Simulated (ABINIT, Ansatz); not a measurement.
## A GW chain in ABINIT: CaGaSiH (P3m1)

Aim: the G0W0 gap of CaGaSiH (P3m1) on LDA, step by step.

Program: ABINIT 10.8.3. Level of theory: LDA and many-body steps on it, plane waves. Results are calculated unless marked as measured.

**1. The starting structure**

The structure is trigonal, space group P3m1 (No. 156). Conventional cell: a = 4.091 Å, b = 4.091 Å, c = 4.763 Å, α = 90.00°, β = 90.00°, γ = 120.00°. Nearest to Ca lie 3 H at 2.39 Å and 3 Si at 3.14 Å and 3 Ga at 3.17 Å. Nearest to Ga lie 1 H at 1.75 Å and 3 Si at 2.43 Å. Nearest to Si lie 3 Ga at 2.43 Å and 3 Ca at 3.14 Å. H has 1 Ga at 1.75 Å and 3 Ca at 2.39 Å nearest. Farther neighbours are not listed.

The cell and positions come from the Crystallography Open Database and are kept as given unless a step says otherwise.

**2. Ground state**

This step: ABINIT 10.8.3; DFT, LDA, plane waves, norm-conserving pseudopotentials.

The ground-state density comes first.

Input file run.abi:

```
acell 3*1.0 Angstrom
rprim 
  4.091099999987 0.000000000003 0.000000000000
  -2.045549999996 3.542996529410 0.000000000000
  0.000000000000 0.000000000000 4.762800000000
ntypat 4
znucl 20 31 14 1
natom 4
typat 1 2 3 4
xred 
  0.333333333333 0.666666666667 0.000000000000
  -0.000000000000 0.000000000000 0.556800000000
  0.666666666667 0.333333333333 0.433700000000
  -0.000000000000 0.000000000000 0.925000000000
pp_dirpath "pseudos"
pseudos "Ca.upf, Ga.upf, Si.upf, H.upf"
ecut 45
ngkpt 6 6 4
nshiftk 1
shiftk 0 0 0
kptopt 1
chksymbreak 0
nband 24
occopt 1
tolvrs 1e-10
nstep 60
prtwf 0
optforces 0
optstress 0
indata_prefix "in"
outdata_prefix "out"
tmpdata_prefix "tmp"
```

The run is started by

```sh
$ OMP_NUM_THREADS=1 mpirun -n 4 abinit run.abi > log
```

Numbers of over 12 decimals in the logs are rounded to 6 here.

Log:

```text
.Version 10.8.3 of ABINIT. v10.8.2 released Aug 2026.

 Symmetries : space group P3 m 1 (#156); Bravais hP (primitive hexag.)
================================================================================
 Values of the parameters that define the memory need of the present run
     intxc =       0    ionmov =       0      iscf =       7    lmnmax =       6
     lnmax =       6     mgfft =      60  mpssoang =       3    mqgrid =    3001
     natom =       4  nloc_mem =       1    nspden =       1   nspinor =       1
    nsppol =       1      nsym =       6    n1xccc =    2501    ntypat =       4
    occopt =       1   xclevel =       1
-    mband =          24        mffmem =           1         mkmem =           6
       mpw =        6742          nfft =      138240          nkpt =          24
================================================================================
  Rough estimation (10% accuracy) of disk space for files :
================================================================================

--------------------------------------------------------------------------------
------------- Echo of variables that govern the present computation ------------
--------------------------------------------------------------------------------
 -outvars: echo values of preprocessed input variables --------
            acell      1.8897261259E+00  1.8897261259E+00  1.8897261259E+00 Bohr

      chksymbreak           0
             ecut      4.50000000E+01 Hartree
-          fftalg         312

              ixc       -1012
              kpt      0.00000000E+00  0.00000000E+00  0.00000000E+00
                       1.66666667E-01  0.00000000E+00  0.00000000E+00
                       3.33333333E-01  0.00000000E+00  0.00000000E+00
                       5.00000000E-01  0.00000000E+00  0.00000000E+00
                       1.66666667E-01  1.66666667E-01  0.00000000E+00
                       3.33333333E-01  1.66666667E-01  0.00000000E+00
                       3.33333333E-01  3.33333333E-01  0.00000000E+00
                       0.00000000E+00  0.00000000E+00  2.50000000E-01
                       1.66666667E-01  0.00000000E+00  2.50000000E-01
   [... 13 further rows ...]
                       3.33333333E-01  1.66666667E-01  5.00000000E-01
                       3.33333333E-01  3.33333333E-01  5.00000000E-01
         kptrlatt        6    0    0      0    6    0      0    0    4
          kptrlen      3.60015504E+01
P           mkmem           6
            natom           4
            nband          24
            ngfft          48      48      60
             nkpt          24
            nstep          60
             nsym           6
           ntypat           4
              occ      2.000000  2.000000  2.000000  2.000000  2.000000  2.000000
                       2.000000  2.000000  2.000000  2.000000  2.000000  2.000000
                       2.000000  2.000000  2.000000  2.000000  2.000000  2.000000
                       0.000000  0.000000  0.000000  0.000000  0.000000  0.000000
        optforces           0
        optstress           0
            prtwf           0
            rprim      4.0911000000E+00  3.0000000000E-12  0.0000000000E+00
[...]
spgroup         156

           tolvrs      1.00000000E-10

             xred      3.3333333333E-01  6.6666666667E-01  0.0000000000E+00
[...]
znucl       20.00000   31.00000   14.00000    1.00000

================================================================================

 chkinp: Checking input parameters for consistency.

================================================================================
== DATASET  1 ==================================================================
-   mpi_nproc: 4, omp_nthreads: 1 (-1 if OMP is not activated)

--- !DatasetInfo
iteration_state: {dtset: 1, }
dimensions: {natom: 4, nkpt: 24, mband: 24, nsppol: 1, nspinor: 1, nspden: 1, mpw: 6742, }
cutoff_energies: {ecut:  45.0, pawecutdg:  -1.0, }
electrons: {nelect:   3.60000000E+01, charge:   0.00000000E+00, occopt:   1.00000000E+00, tsmear:   1.00000000E-02, }

 Real(R)+Recip(G) space primitive vectors, cartesian coordinates (Bohr,Bohr^-1):
 R(1)=  7.7310586  0.0000000  0.0000000  G(1)=  0.1293484  0.0746793  0.0000000
 R(2)= -3.8655293  6.6952931  0.0000000  G(2)=  0.0000000  0.1493587  0.0000000
 R(3)=  0.0000000  0.0000000  9.0003876  G(3)=  0.0000000  0.0000000  0.1111063
 Unit cell volume ucvol=  4.6587539E+02 bohr^3
 Angles (23,13,12)=  9.00000000E+01  9.00000000E+01  1.20000000E+02 degrees

 getcut: wavevector=  0.0000  0.0000  0.0000  ngfft=  48  48  60
         ecut(hartree)=     45.000   => boxcut(ratio)=   2.05604

--- Pseudopotential description ------------------------------------------------
- Ca Generated using ONCVPSP code by D. R. Hamann
- 20.00000  10.00000  180309                  znucl, zion, pspdat
12 -1012 2 -1 1724                            pspcod,pspxc,lmax,lloc,mmax
     nproj     2     2     2
  pspatm : epsatm=   12.51424511
         --- l  ekb(1:nproj) -->
[...]
pspatm: atomic psp has been read  and splines computed

- Ga Generated using ONCVPSP code by D. R. Hamann
- 31.00000  21.00000  180309                  znucl, zion, pspdat
12 -1012 2 -1 1858                            pspcod,pspxc,lmax,lloc,mmax
     nproj     2     2     2
  pspatm : epsatm=   21.89818218
         --- l  ekb(1:nproj) -->
[...]
pspatm: atomic psp has been read  and splines computed

- Si Generated using ONCVPSP code by D. R. Hamann
- 14.00000   4.00000  180309                  znucl, zion, pspdat
12 -1012 2 -1 1510                            pspcod,pspxc,lmax,lloc,mmax
     nproj     2     2     2
  pspatm : epsatm=    6.67003958
         --- l  ekb(1:nproj) -->
[...]
pspatm: atomic psp has been read  and splines computed

- H Generated using ONCVPSP code by D. R. Hamann
-  1.00000   1.00000  180309                  znucl, zion, pspdat
12 -1012 1 -1 1180                            pspcod,pspxc,lmax,lloc,mmax
     nproj     2     1     0
  pspatm : epsatm=    0.35439867
         --- l  ekb(1:nproj) -->
[...]
1   -0.275071
 pspatm: atomic psp has been read  and splines computed

   1.49172716E+03                                ecore*ucvol(ha*bohr**3)
--------------------------------------------------------------------------------

_setup2: Arith. and geom. avg. npw (full set) are    6715.882    6715.870

================================================================================

--- !BeginCycle
iteration_state: {dtset: 1, }
solver: {iscf: 7, nstep: 60, nline: 4, wfoptalg: 0, }
tolerances: {tolvrs: 1.00E-10, }

     iter   Etot(hartree)      deltaE(h)  residm     vres2
 ETOT  1  -286.67793541264    -2.867E+02 4.522E-01 1.145E+04
 ETOT  2  -288.84984792210    -2.172E+00 1.124E-01 2.039E+04
 ETOT  3  -291.11071337074    -2.261E+00 4.380E-02 3.553E+03
 ETOT  4  -291.33957740612    -2.289E-01 5.211E-02 1.572E+03
 ETOT  5  -291.49090914804    -1.513E-01 2.734E-02 2.282E+02
 ETOT  6  -291.50245128854    -1.154E-02 2.447E-02 1.142E+02
 ETOT  7  -291.51488029935    -1.243E-02 1.294E-02 5.540E-01
 ETOT  8  -291.51495980547    -7.951E-05 4.086E-03 8.565E-03
 ETOT  9  -291.51495971800     8.747E-08 1.759E-03 8.884E-03
 ETOT 10  -291.51496102602    -1.308E-06 2.935E-03 1.838E-04
 ETOT 11  -291.51496104039    -1.437E-08 7.981E-04 2.552E-05
 ETOT 12  -291.51496104338    -2.990E-09 1.861E-03 1.062E-06
 ETOT 13  -291.51496104365    -2.612E-10 3.695E-04 3.741E-08
 ETOT 14  -291.51496104366    -1.262E-11 8.486E-04 9.092E-10
 ETOT 15  -291.51496104365     1.125E-11 2.045E-04 1.019E-11

 At SCF step   15       vres2   =  1.02E-11 < tolvrs=  1.00E-10 =>converged.

--- !ResultsGS
iteration_state: {dtset: 1, }
comment   : Summary of ground state results
lattice_vectors:
- [  7.7310586,   0.0000000,   0.0000000, ]
- [ -3.8655293,   6.6952931,   0.0000000, ]
- [  0.0000000,   0.0000000,   9.0003876, ]
lattice_lengths: [   7.73106,    7.73106,    9.00039, ]
lattice_angles: [ 90.000,  90.000, 120.000, ] # degrees, (23, 13, 12)
lattice_volume:   4.6587539E+02
convergence: {deltae:  1.125E-11, res2:  1.019E-11, residm:  2.045E-04, diffor:  0.000E+00, }
etotal    :  -2.91514961E+02
entropy   :   0.00000000E+00
fermie    :   2.24963925E-01
cartesian_stress_tensor: null
pressure_GPa: null
xred      :
- [  3.3333E-01,   6.6667E-01,   0.0000E+00, Ca]
- [ -3.3329E-13,   3.3351E-13,   5.5680E-01, Ga]
- [  6.6667E-01,   3.3333E-01,   4.3370E-01, Si]
- [ -3.3329E-13,   3.3351E-13,   9.2500E-01,  H]
cartesian_forces: null
force_length_stats: {min: null, max: null, mean: null, }

 Integrated electronic density in atomic spheres:
 ------------------------------------------------
 Atom  Sphere_radius  Integrated_density
[...]
4        2.00000          1.40598746
================================================================================

 ----iterations are completed or convergence reached----

 Mean square residual over all n,k,spin=   12.896E-07; max=  20.450E-05
 reduced coordinates (array xred) for    4 atoms
       0.333333333333      0.666666666667      0.000000000000
      -0.000000000000      0.000000000000      0.556800000000
       0.666666666666      0.333333333334      0.433700000000
      -0.000000000000      0.000000000000      0.925000000000
 rms dE/dt=  0.0000E+00; max dE/dt=  0.0000E+00; dE/dt below (all hartree)
    1       0.000000000000      0.000000000000      0.000000000000
    2       0.000000000000      0.000000000000      0.000000000000
    3       0.000000000000      0.000000000000      0.000000000000
    4       0.000000000000      0.000000000000      0.000000000000

 cartesian coordinates (angstrom) at end:
    1     -3.71e-12     2.361998     0.000000
    2     -2.05e-12     1.18e-12     2.651927
    3      2.045550     1.180999     2.065626
    4     -2.05e-12     1.18e-12     4.405590
 length scales=  1.889726125908  1.889726125908  1.889726125908 bohr
              =  1.000000000000  1.000000000000  1.000000000000 angstroms
 prteigrs : about to open file out_EIG
 Fermi (or HOMO) energy (hartree) =   0.22496   Average Vxc (hartree)=  -0.37046
 Eigenvalues (hartree) for nkpt=  24  k points:
 kpt#   1, nband= 24, wtk=  0.00694, kpt=  0.0000  0.0000  0.0000 (reduced coord)
  -5.04351   -3.24884   -3.24787   -3.24787   -1.28336   -0.59671   -0.59250   -0.59250
  -0.33749   -0.33539   -0.33539   -0.33335   -0.33335   -0.17059    0.04963    0.13836
   0.19137    0.19137    0.25781    0.32720    0.32720    0.34510    0.34750    0.35239
 prteigrs : prtvol=0 or 1, do not print more k-points.

--- !EnergyTerms
iteration_state     : {dtset: 1, }
comment             : Components of total free energy in Hartree
kinetic             :  1.35303490815798E+02
hartree             :  1.29534825582922E+02
xc                  : -3.44132229908551E+01
Ewald energy        : -1.29885620549711E+02
psp_core            :  3.20198746702892E+00
local_psp           : -3.39734499374023E+02
non_local_psp       : -5.55219219948073E+01
total_energy        : -2.91514961043647E+02
total_energy_eV     : -7.93252620144079E+03
band_energy         : -3.85180217232641E+01

== END DATASET(S) ==============================================================
================================================================================

 -outvars: echo values of variables after computation  --------
           etotal     -2.9151496104E+02
            nband          24
             nkpt          24
          spgroup         156
 [... the other variables as echoed above ...]

 Calculation completed.
```

Run time: 54 s. Hardware: 4 MPI ranks of Arm Neoverse V1, shared host; peak memory 0.42 GiB.

This step gave:

```yaml
total_energy: -7932.5262 eV
gap: 0.1121 eV
k_of_the_valence_top: 0, 0, 0.5
k_of_the_conduction_bottom: 0.5, 0, 0
least_direct_gap: 1.210 eV
```

The gap is indirect, with the least direct gap 1.10 eV higher.

**3. Empty states on the mesh, 3×3×2 mesh, 142 bands**

The sums over transitions need many empty states on a uniform mesh; this step solves for them.

run.abi: that of step 2 with these lines changed.

```diff
@@ -17,3 +17,3 @@
 ecut 45
-ngkpt 6 6 4
+ngkpt 3 3 2
 nshiftk 1
@@ -22,9 +22,10 @@
 chksymbreak 0
-nband 24
-occopt 1
-tolvrs 1e-10
+iscf -2
+irdden 1
+istwfk *1
+nband 142
+nbdbuf 12
+tolwfr 1e-09
 nstep 60
-prtwf 0
-optforces 0
-optstress 0
+prtvol 0
 indata_prefix "in"
```

Log:

```text
.Version 10.8.3 of ABINIT. v10.8.2 released Aug 2026.

 Symmetries : space group P3 m 1 (#156); Bravais hP (primitive hexag.)
[... echo of the input left out ...]
== DATASET  1 ==================================================================
-   mpi_nproc: 4, omp_nthreads: 1 (-1 if OMP is not activated)

--- !DatasetInfo
iteration_state: {dtset: 1, }
dimensions: {natom: 4, nkpt: 6, mband: 142, nsppol: 1, nspinor: 1, nspden: 1, mpw: 6732, }
cutoff_energies: {ecut:  45.0, pawecutdg:  -1.0, }
electrons: {nelect:   3.60000000E+01, charge:   0.00000000E+00, occopt:   1.00000000E+00, tsmear:   1.00000000E-02, }

 Real(R)+Recip(G) space primitive vectors, cartesian coordinates (Bohr,Bohr^-1):
 R(1)=  7.7310586  0.0000000  0.0000000  G(1)=  0.1293484  0.0746793  0.0000000
 R(2)= -3.8655293  6.6952931  0.0000000  G(2)=  0.0000000  0.1493587  0.0000000
 R(3)=  0.0000000  0.0000000  9.0003876  G(3)=  0.0000000  0.0000000  0.1111063
 Unit cell volume ucvol=  4.6587539E+02 bohr^3
 Angles (23,13,12)=  9.00000000E+01  9.00000000E+01  1.20000000E+02 degrees

 getcut: wavevector=  0.0000  0.0000  0.0000  ngfft=  48  48  60
         ecut(hartree)=     45.000   => boxcut(ratio)=   2.05604

--- Pseudopotential description ------------------------------------------------
- Ca Generated using ONCVPSP code by D. R. Hamann
- 20.00000  10.00000  180309                  znucl, zion, pspdat
12 -1012 2 -1 1724                            pspcod,pspxc,lmax,lloc,mmax
     nproj     2     2     2
  pspatm : epsatm=   12.51424511
         --- l  ekb(1:nproj) -->
             0   10.026170    0.975458
             1    2.942990    0.445396
             2   -3.490458   -1.115963
 pspatm: atomic psp has been read  and splines computed

- Ga Generated using ONCVPSP code by D. R. Hamann
- 31.00000  21.00000  180309                  znucl, zion, pspdat
12 -1012 2 -1 1858                            pspcod,pspxc,lmax,lloc,mmax
     nproj     2     2     2
  pspatm : epsatm=   21.89818218
         --- l  ekb(1:nproj) -->
[...]
pspatm: atomic psp has been read  and splines computed

- Si Generated using ONCVPSP code by D. R. Hamann
- 14.00000   4.00000  180309                  znucl, zion, pspdat
12 -1012 2 -1 1510                            pspcod,pspxc,lmax,lloc,mmax
     nproj     2     2     2
  pspatm : epsatm=    6.67003958
         --- l  ekb(1:nproj) -->
[...]
pspatm: atomic psp has been read  and splines computed

- H Generated using ONCVPSP code by D. R. Hamann
-  1.00000   1.00000  180309                  znucl, zion, pspdat
12 -1012 1 -1 1180                            pspcod,pspxc,lmax,lloc,mmax
     nproj     2     1     0
  pspatm : epsatm=    0.35439867
         --- l  ekb(1:nproj) -->
[...]
1   -0.275071
 pspatm: atomic psp has been read  and splines computed

[...]
prteigrs : about to open file out_EIG
 Non-SCF case, kpt    1 (  0.00000  0.00000  0.00000), residuals and eigenvalues=
  3.20E-10  1.85E-10  3.05E-10  2.16E-10  7.81E-10  8.87E-10  1.56E-10  4.87E-10
  1.19E-10  1.42E-10  8.62E-11  2.18E-10  2.16E-10  6.49E-10  6.18E-10  3.76E-10
  2.90E-10  4.53E-10  1.64E-10  1.96E-10  5.11E-10  4.64E-10  9.75E-10  9.21E-10
[...]
1.36E-06  1.08E-05  6.21E-06  1.55E-05  6.85E-05  2.24E-04
 -5.0435E+00 -3.2488E+00 -3.2479E+00 -3.2479E+00 -1.2834E+00 -5.9671E-01
 -5.9250E-01 -5.9250E-01 -3.3749E-01 -3.3539E-01 -3.3539E-01 -3.3335E-01
[...]
2.8796E+00  2.9258E+00  2.9258E+00  2.9587E+00  2.9587E+00  2.9793E+00
  2.9862E+00  2.9862E+00  3.0151E+00  3.0375E+00
 prteigrs : prtvol=0 or 1, do not print more k-points.

--- !ResultsGS
iteration_state: {dtset: 1, }
comment   : Summary of ground state results
lattice_vectors:
- [  7.7310586,   0.0000000,   0.0000000, ]
- [ -3.8655293,   6.6952931,   0.0000000, ]
- [  0.0000000,   0.0000000,   9.0003876, ]
lattice_lengths: [   7.73106,    7.73106,    9.00039, ]
lattice_angles: [ 90.000,  90.000, 120.000, ] # degrees, (23, 13, 12)
lattice_volume:   4.6587539E+02
convergence: {deltae:  0.000E+00, res2:  0.000E+00, residm:  9.975E-10, diffor:  0.000E+00, }
etotal    :  -2.91514961E+02
entropy   :   0.00000000E+00
fermie    :   2.24963925E-01
cartesian_stress_tensor: null
pressure_GPa: null
xred      :
- [  3.3333E-01,   6.6667E-01,   0.0000E+00, Ca]
- [ -3.3329E-13,   3.3351E-13,   5.5680E-01, Ga]
- [  6.6667E-01,   3.3333E-01,   4.3370E-01, Si]
- [ -3.3329E-13,   3.3351E-13,   9.2500E-01,  H]
cartesian_forces: null
force_length_stats: {min: null, max: null, mean: null, }

 Integrated electronic density in atomic spheres:
 ------------------------------------------------
 Atom  Sphere_radius  Integrated_density
[...]
================================================================================

 ----iterations are completed or convergence reached----

 Mean square residual over all n,k,spin=   45.009E-11; max=  99.754E-11
 reduced coordinates (array xred) for    4 atoms
[...]
0.666666666666      0.333333333334      0.433700000000
      -0.000000000000      0.000000000000      0.925000000000

 cartesian coordinates (angstrom) at end:
    1     -3.71e-12     2.361998     0.000000
    2     -2.05e-12     1.18e-12     2.651927
    3      2.045550     1.180999     2.065626
    4     -2.05e-12     1.18e-12     4.405590
 length scales=  1.889726125908  1.889726125908  1.889726125908 bohr
              =  1.000000000000  1.000000000000  1.000000000000 angstroms
 prteigrs : about to open file out_EIG
 Eigenvalues (hartree) for nkpt=   6  k points:
 kpt#   1, nband=142, wtk=  0.05556, kpt=  0.0000  0.0000  0.0000 (reduced coord)
[...]
2.57838    2.60019    2.62537    2.65468    2.65468    2.67650    2.72143    2.73529
   2.73529    2.83155    2.84406    2.84406    2.87955    2.92582    2.92582    2.95875
   2.95875    2.97932    2.98620    2.98621    3.01512    3.03747
 prteigrs : prtvol=0 or 1, do not print more k-points.

== END DATASET(S) ==============================================================
================================================================================

 -outvars: echo values of variables after computation  --------
            nband         142
             nkpt           6
          spgroup         156
 [... the other variables as echoed above ...]

 Calculation completed.
```

The job ended after 71 s (4 MPI ranks; peak memory 0.4 GiB; 4.7 min of CPU time).

This step gave:

```
gap                                                           : 0.3078 eV
k of the valence top                                          : 0, 0, 0.5
k of the conduction bottom                                    : 0.3333, 0.3333, 0
least direct gap                                              : 1.210 eV
k points computed                                             : 6
lowest point of the top converged band, above the valence top : 68.0701 eV
```

On this mesh the gap is 0.308 eV. The earlier step found 0.112 eV, so this mesh misses an edge.

(Part 1 of 2 ends here.)

[Paths, hosts, dates, memory and timing lines, banners, echoed tables and standing remarks are left out of the program output.]

[Logs are printed without paths, hosts, clocks, repeated set-up lines and the standing remarks that a program may print on its own settings, such as how far it seeks lower states.]

[Runs of the session that timed out or met a known fault of the program may be left out.]

[Hosts, paths, dates, database ids (printed as entryN), source tags and the programs' standing remarks are cut or masked in the printed files.]

[G0W0 gaps are taken among the corrected bands and points alone; a level outside them can change the order at an edge.]

[Where Ansatz stands beside ABINIT at settings called matched, ABINIT's density can come from a denser mesh and the files from another edition; pairs whose starting gaps differed by over 0.03 eV were left out, so agreement reads better than it is.]
